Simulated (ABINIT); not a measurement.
# SrCl2 (Fm-3m): G0W0 in ABINIT against the bands in the screening, part 2 of 2

How does the gap of SrCl2 (Fm-3m) converge in the bands in the screening?

ABINIT 10.8.3; PBE and many-body steps on it, plane waves. Known limits of the many-body steps: not at the basis limit; no spin-orbit coupling; coarse k mesh.

So far. Step 2 (Screening, 2×2×2 mesh, 20 bands, screening to 106.1 eV): Local fields lower ε∞ by 8 %. On a Γ-centred mesh this coarse the value itself is usually too large, while a short band sum pulls it down. Step 3 (20 bands): The gap on the mesh goes from 5.34 eV to 7.85 eV, a correction of +2.51 eV.

## (5) 46 bands

This step: G0W0 on PBE, plane waves, norm-conserving pseudopotentials.

run.abi

```
acell 3*1.0 Angstrom
rprim 
  -0.000000000000 3.488350000000 3.488350000000
  3.488350000000 -0.000000000000 3.488350000000
  3.488350000000 3.488350000000 -0.000000000000
ntypat 2
znucl 38 17
natom 3
typat 1 2 2
xred 
  0.000000000000 0.000000000000 0.000000000000
  0.250000000000 0.250000000000 0.250000000000
  0.750000000000 0.750000000000 0.750000000000
pp_dirpath "pseudos"
pseudos "Sr.upf, Cl.upf"
ecut 28
ngkpt 2 2 2
nshiftk 1
shiftk 0 0 0
kptopt 1
chksymbreak 0
istwfk *1
occopt 1
irdwfk 1
optdriver 4
nband 46
gwcalctyp 0
ecutsigx 28
symsigma 1
nkptgw 2
kptgw 
  0.5000000000 0.5000000000 0.0000000000
  0.0000000000 0.0000000000 0.0000000000
bdgw 
  10 14
  10 15
ecuteps 3.9
irdscr 1
ppmodel 1
indata_prefix "in"
outdata_prefix "out"
tmpdata_prefix "tmp"
```

Run with:

```
> OMP_NUM_THREADS=1 mpirun -n 4 abinit run.abi > log
```

What it wrote:

```text
.Version 10.8.3 of ABINIT. v10.8.2 released Aug 2026.

 Symmetries : space group Fm -3 m (#225); Bravais cF (face-center cubic)
[... echo of the input left out ...]
== DATASET  1 ==================================================================
-   mpi_nproc: 4, omp_nthreads: 1 (-1 if OMP is not activated)

--- !DatasetInfo
iteration_state: {dtset: 1, }
dimensions: {natom: 3, nkpt: 3, mband: 46, nsppol: 1, nspinor: 1, nspden: 1, mpw: 4088, }
cutoff_energies: {ecut:  28.0, pawecutdg:  -1.0, }
electrons: {nelect:   2.40000000E+01, charge:   0.00000000E+00, occopt:   1.00000000E+00, tsmear:   1.00000000E-02, }

 SIGMA: Calculation of the GW corrections

 Based on a program developped by R.W. Godby, V. Olevano, G. Onida, and L. Reining.
 Incorporated in ABINIT by V. Olevano, G.-M. Rignanese, and M. Torrent.
.Using double precision arithmetic ; gwpc =  8

[... cell and pseudopotentials left out ...]
--------------------------------------------------------------------------------

 ==== K-mesh for the wavefunctions ====
 Number of points in the irreducible wedge :     3
[... list of points left out ...]
 Together with 48 symmetry operations and time-reversal symmetry
 yields     8 points in the full Brillouin Zone.

 ==== Q-mesh for screening function ====
 Number of points in the irreducible wedge :     3
[... list of points left out ...]
 Together with 48 symmetry operations and time-reversal symmetry
 yields     8 points in the full Brillouin Zone.

 vcoul_init : cutoff-mode = AUXILIARY_FUNCTION
 q-points for optical limit:   1
     1)      0.000010    0.000020    0.000030
 setmesh: FFT mesh size selected  =    45x   45x   45
          total number of points  =        91125

 Number of electrons calculated from density =   24.0000; Expected =   24.0000
[...]
number of omega for Sigma on real axis              0
 max omega for Sigma on real axis  [eV]           0.00
 zcut for avoiding poles [eV]                     0.10

 EPSILON^-1 parameters (SCR file):
 dimension of the eps^-1 matrix on file            181
 dimension of the eps^-1 matrix used               181
 number of plane-waves for wavefunctions          4015
 number of bands                                    46
 number of q-points in IBZ                           3
 number of frequencies                               2
 number of real frequencies                          1
 number of imag frequencies                          1

 matrix elements of self-energy operator (all in [eV])

 Perturbative Calculation

--- !SelfEnergy_ee
iteration_state: {dtset: 1, }
kpoint     : [   0.500,    0.500,    0.000, ]
spin       : 1
KS_gap     :    5.512
QP_gap     :    7.847
Delta_QP_KS:    2.335
data: !SigmaeeData |
     Band     E0 <VxcDFT>   SigX SigC(E0)      Z dSigC/dE  Sig(E)    E-E0       E
       10   1.271 -14.390 -18.136   2.754   0.816  -0.225 -15.200  -0.810   0.462
       11   1.271 -14.390 -18.136   2.754   0.816  -0.225 -15.200  -0.810   0.462
       12   1.668 -14.805 -18.519   2.775   0.816  -0.226 -15.571  -0.766   0.902
[...]
--- !SelfEnergy_ee
iteration_state: {dtset: 1, }
kpoint     : [   0.000,    0.000,    0.000, ]
spin       : 1
KS_gap     :    5.677
QP_gap     :    7.631
Delta_QP_KS:    1.954
data: !SigmaeeData |
     Band     E0 <VxcDFT>   SigX SigC(E0)      Z dSigC/dE  Sig(E)    E-E0       E
[...]
14   7.776  -9.730  -4.691  -2.663   0.864  -0.158  -7.677   2.053   9.828
       15   7.776  -9.730  -4.691  -2.663   0.864  -0.158  -7.677   2.053   9.828

== END DATASET(S) ==============================================================
================================================================================

 -outvars: echo values of variables after computation  --------
           etotal      0.0000000000E+00
            nband          46
             nkpt           3
          spgroup         225
 [... the other variables as echoed above ...]

 Calculation completed.
```

Wall time 3.6 s (4 MPI ranks of Arm Neoverse V1, shared host); peak memory 0.57 GiB.

This step gave:

```
G0W0 gap on the points computed              : 7.217 eV
starting gap on the mesh                     : 5.343 eV
k of the valence top                         : 0.5, 0.5, 0
k of the conduction bottom                   : 0, 0, 0
Z at the valence top                         : 0.816
Z at the conduction bottom                   : 0.867
least direct G0W0 gap on the computed points : 7.631 eV
```

Against the run before, the gap moves by −0.632 eV.

## (6) Screening, 2×2×2 mesh, 92 bands, screening to 106.1 eV

This step: RPA screening on PBE, plane waves, norm-conserving pseudopotentials.

Changes to run.abi since step 5:

```diff
@@ -24,17 +24,8 @@
 irdwfk 1
-optdriver 4
-nband 46
-gwcalctyp 0
-ecutsigx 28
-symsigma 1
-nkptgw 2
-kptgw 
-  0.5000000000 0.5000000000 0.0000000000
-  0.0000000000 0.0000000000 0.0000000000
-bdgw 
-  10 14
-  10 15
+optdriver 3
+nband 92
 ecuteps 3.9
-irdscr 1
-ppmodel 1
+inclvkb 2
+awtr 1
+symchi 1
 indata_prefix "in"
```

What it wrote:

```text
.Version 10.8.3 of ABINIT. v10.8.2 released Aug 2026.

 Symmetries : space group Fm -3 m (#225); Bravais cF (face-center cubic)
[... echo of the input left out ...]
== DATASET  1 ==================================================================
-   mpi_nproc: 4, omp_nthreads: 1 (-1 if OMP is not activated)

--- !DatasetInfo
iteration_state: {dtset: 1, }
dimensions: {natom: 3, nkpt: 3, mband: 92, nsppol: 1, nspinor: 1, nspden: 1, mpw: 4088, }
cutoff_energies: {ecut:  28.0, pawecutdg:  -1.0, }
[...]
--------------------------------------------------------------------------------
[... chi0 elements left out ...]
 For q-point:  0.000010 0.000020 0.000030
  dielectric constant =   2.8982
  dielectric constant without local fields =   3.4036

  Average fulfillment of the sum rule on Im[epsilon] for q-point    1 :     69.01  [%]
[... wings left out ...]
  q-point number  2        q = ( 0.500000, 0.000000, 0.000000) [r.l.u.]
--------------------------------------------------------------------------------
[... chi0 elements left out ...]
  Average fulfillment of the sum rule on Im[epsilon] for q-point    2 :     75.33  [%]

 [... 1 further q-points ...]
```

Wall time 4.8 s (4 MPI ranks); peak memory 0.49 GiB; 19 s of CPU time.

Numbers from this step:

```
ε∞ with local fields, on this mesh, along the program's q direction : 2.898
the same without local fields                                       : 3.404
plasma frequency                                                    : 19.74 eV
plane waves in the screening matrix                                 : 181
```

## (7) 92 bands

This step: G0W0 on PBE, plane waves, norm-conserving pseudopotentials.

Changes to run.abi since step 6:

```diff
@@ -24,8 +24,17 @@
 irdwfk 1
-optdriver 3
-nband 92
+optdriver 4
+nband 46
+gwcalctyp 0
+ecutsigx 28
+symsigma 1
+nkptgw 2
+kptgw 
+  0.5000000000 0.5000000000 0.0000000000
+  0.0000000000 0.0000000000 0.0000000000
+bdgw 
+  10 14
+  10 15
 ecuteps 3.9
-inclvkb 2
-awtr 1
-symchi 1
+irdscr 1
+ppmodel 1
 indata_prefix "in"
```

What it wrote:

```text
.Version 10.8.3 of ABINIT. v10.8.2 released Aug 2026.

 Symmetries : space group Fm -3 m (#225); Bravais cF (face-center cubic)
[... echo of the input left out ...]
== DATASET  1 ==================================================================
-   mpi_nproc: 4, omp_nthreads: 1 (-1 if OMP is not activated)

--- !DatasetInfo
iteration_state: {dtset: 1, }
dimensions: {natom: 3, nkpt: 3, mband: 46, nsppol: 1, nspinor: 1, nspden: 1, mpw: 4088, }
cutoff_energies: {ecut:  28.0, pawecutdg:  -1.0, }
[...]
Band     E0 <VxcDFT>   SigX SigC(E0)      Z dSigC/dE  Sig(E)    E-E0       E
[...]
14   7.776  -9.730  -4.691  -2.748   0.863  -0.159  -7.754   1.976   9.751
       15   7.776  -9.730  -4.691  -2.748   0.863  -0.159  -7.754   1.976   9.751

== END DATASET(S) ==============================================================
================================================================================

 -outvars: echo values of variables after computation  --------
           etotal      0.0000000000E+00
            nband          46
             nkpt           3
          spgroup         225
 [... the other variables as echoed above ...]

 Calculation completed.
```

It took 3.7 s on 4 MPI ranks; peak memory 0.57 GiB; 14 s of CPU time.

This step gave:

| Property | Result |
| --- | --- |
| G0W0 gap on the points computed | 7.168 eV |
| starting gap on the mesh | 5.343 eV |
| k of the valence top | 0.5, 0.5, 0 |
| k of the conduction bottom | 0, 0, 0 |
| least direct G0W0 gap on the computed points | 7.584 eV |

Against the run before, the gap moves by −0.049 eV.

## (8) The runs together

Times are wall times on 4 MPI ranks of Arm Neoverse V1, shared host, good to a factor of about two. A run's time includes the screening step that it read.

| run | mesh | bands | screening cutoff (eV) | DFT gap (eV) | gap on the mesh (eV) | direct (eV) | ε∞ used | time |
| --- | --- | --- | --- | --- | --- | --- | --- | --- |
| 20 bands | 2×2×2 | 46 | 106.1 | 5.343 | 7.849 | 8.257 | 2.72 | 6.4 s |
| 46 bands | 2×2×2 | 46 | 106.1 | 5.343 | 7.217 | 7.631 | 2.89 | 7.1 s |
| 92 bands | 2×2×2 | 46 | 106.1 | 5.343 | 7.168 | 7.584 | 2.90 | 8.5 s |

## (9) Outcome

```
20 bands     : 7.849 eV
46 bands     : 7.217 eV
92 bands     : 7.168 eV
known limits : not at the basis limit; no spin-orbit coupling; coarse k mesh
```

The setting moved: bands in the screening. From 20 bands to 92 bands the gap moves by −0.68 eV. The last step still moves it by −0.049 eV. Bands and screening cutoff are coupled, so a series along one setting does not show full convergence. Bands and cutoff are finite, so the gap is not at the basis limit. The miss can reach some tenths of an eV and take either sign; the mesh is an error of its own. In the first G0W0 run levels were corrected at 2 k points alone, so a gap called «on the mesh» is the least over those, and an edge elsewhere would be missed. The 2×2×2 mesh is coarse for this cell, which bears on the long-range parts of exchange and screening. The many-body steps are scalar-relativistic: spin-orbit coupling is not in them.

[Paths, hosts, dates, memory and timing lines, banners, echoed tables and standing remarks are left out of the program output.]

[Logs are printed without paths, hosts, clocks, repeated set-up lines and the standing remarks that a program may print on its own settings, such as how far it seeks lower states.]

[Runs of the session that timed out or met a known fault of the program may be left out.]

[No measured gap is set beside runs whose start may be inverted or whose files or cutoffs have a known fault.]

[Hosts, paths, dates, database ids (printed as entryN), source tags and the programs' standing remarks are cut or masked in the printed files.]

[G0W0 gaps are taken among the corrected bands and points alone; a level outside them can change the order at an edge.]

[Where Ansatz stands beside ABINIT at settings called matched, ABINIT's density can come from a denser mesh and the files from another edition; pairs whose starting gaps differed by over 0.03 eV were left out, so agreement reads better than it is.]
